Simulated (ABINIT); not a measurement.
An input for ABINIT 10.8.3 (MoS2 (P6_3/mmc)):

```
acell 3*1.0 Angstrom
rprim 
  3.169000000004 -0.000000000001 0.000000000000
  -1.584500000001 2.744434504597 0.000000000000
  0.000000000000 0.000000000000 12.324000000000
ntypat 2
znucl 42 16
natom 6
typat 1 1 2 2 2 2
xred 
  0.333333333333 0.666666666667 0.250000000000
  0.666666666667 0.333333333333 0.750000000000
  0.333333333333 0.666666666667 0.623000000000
  0.666666666667 0.333333333333 0.123000000000
  0.333333333333 0.666666666667 0.877000000000
  0.666666666667 0.333333333333 0.377000000000
pp_dirpath "pseudos"
pseudos "Mo.upf, S.upf"
ecut 36
ngkpt 6 6 1
nshiftk 1
shiftk 0 0 0
kptopt 1
chksymbreak 0
istwfk *1
occopt 1
irdwfk 1
optdriver 4
nband 156
gwcalctyp 10
ecutsigx 36
symsigma 1
nkptgw 7
kptgw 
  0.0000000000 0.0000000000 0.0000000000
  0.1666666667 0.0000000000 0.0000000000
  0.3333333333 0.0000000000 0.0000000000
  0.5000000000 0.0000000000 0.0000000000
  0.1666666667 0.1666666667 0.0000000000
  0.3333333333 0.1666666667 0.0000000000
  0.3333333333 0.3333333333 0.0000000000
bdgw 
  13 34
  13 34
  13 34
  13 34
  13 34
  13 34
  13 34
ecuteps 4.8
irdscr 1
ppmodel 1
irdqps 1
indata_prefix "in"
outdata_prefix "out"
tmpdata_prefix "tmp"
```

The database entry behind the starting cell differs from later determinations by our own check (about 0.3 % long), so it need not match the best structure at ambient conditions.

```sh
OMP_NUM_THREADS=1 mpirun -n 4 abinit run.abi > log
```

Q: Estimate wall time and host memory on 4 MPI ranks of Arm Neoverse V2, shared host.

It took 9 min; on shared hardware allow 4.5 min to 18 min. Peak host memory was 2.5 GiB.

[Paths, hosts, dates, memory and timing lines, banners, echoed tables and standing remarks are left out of the program output.]

[Logs are printed without paths, hosts, clocks, repeated set-up lines and the standing remarks that a program may print on its own settings, such as how far it seeks lower states.]

[Runs of the session that timed out or met a known fault of the program may be left out.]

[Hosts, paths, dates, database ids (printed as entryN), source tags and the programs' standing remarks are cut or masked in the printed files.]

[G0W0 gaps are taken among the corrected bands and points alone; a level outside them can change the order at an edge.]

[Where Ansatz stands beside ABINIT at settings called matched, ABINIT's density can come from a denser mesh and the files from another edition; pairs whose starting gaps differed by over 0.03 eV were left out, so agreement reads better than it is.]
